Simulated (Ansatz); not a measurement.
# Direct or indirect: LiH (Fm-3m)

```yaml
crystal:
  lattice:
    - [0.00000, 2.03675, 2.03675]
    - [2.03675, 0.00000, 2.03675]
    - [2.03675, 2.03675, 0.00000]
  atoms:
    - { symbol: Li, position: [0.00000, 0.00000, 0.00000] }
    - { symbol: H, position: [0.50000, 0.50000, 0.50000] }
```

Method: Ansatz, PBE, independent particles, without spin-orbit coupling, line width 0.15 eV (Gaussian). The band structure gives a fundamental gap of 3.02 eV. The spectrum of vertical transitions near the edge:

```csv
E (eV),"Im ε, E ∥ xyz"
2.52,0.00
2.64,0.00
2.76,0.01
2.88,0.15
3.00,0.77
3.12,1.93
3.24,2.89
3.36,3.43
3.48,3.74
3.60,3.92
3.72,4.02
3.84,4.09
3.96,4.11
4.08,4.12
4.20,4.12
```

Is the gap direct or indirect, and about where do vertical transitions set in?

Direct: the band path has its least direct gap at the fundamental one, 3.02 eV, and the curves rise from there. Lines are broadened by 0.15 eV, which spreads the edge.

[Logs are printed without paths, hosts, clocks, repeated set-up lines and the standing remarks that a program may print on its own settings, such as how far it seeks lower states.]
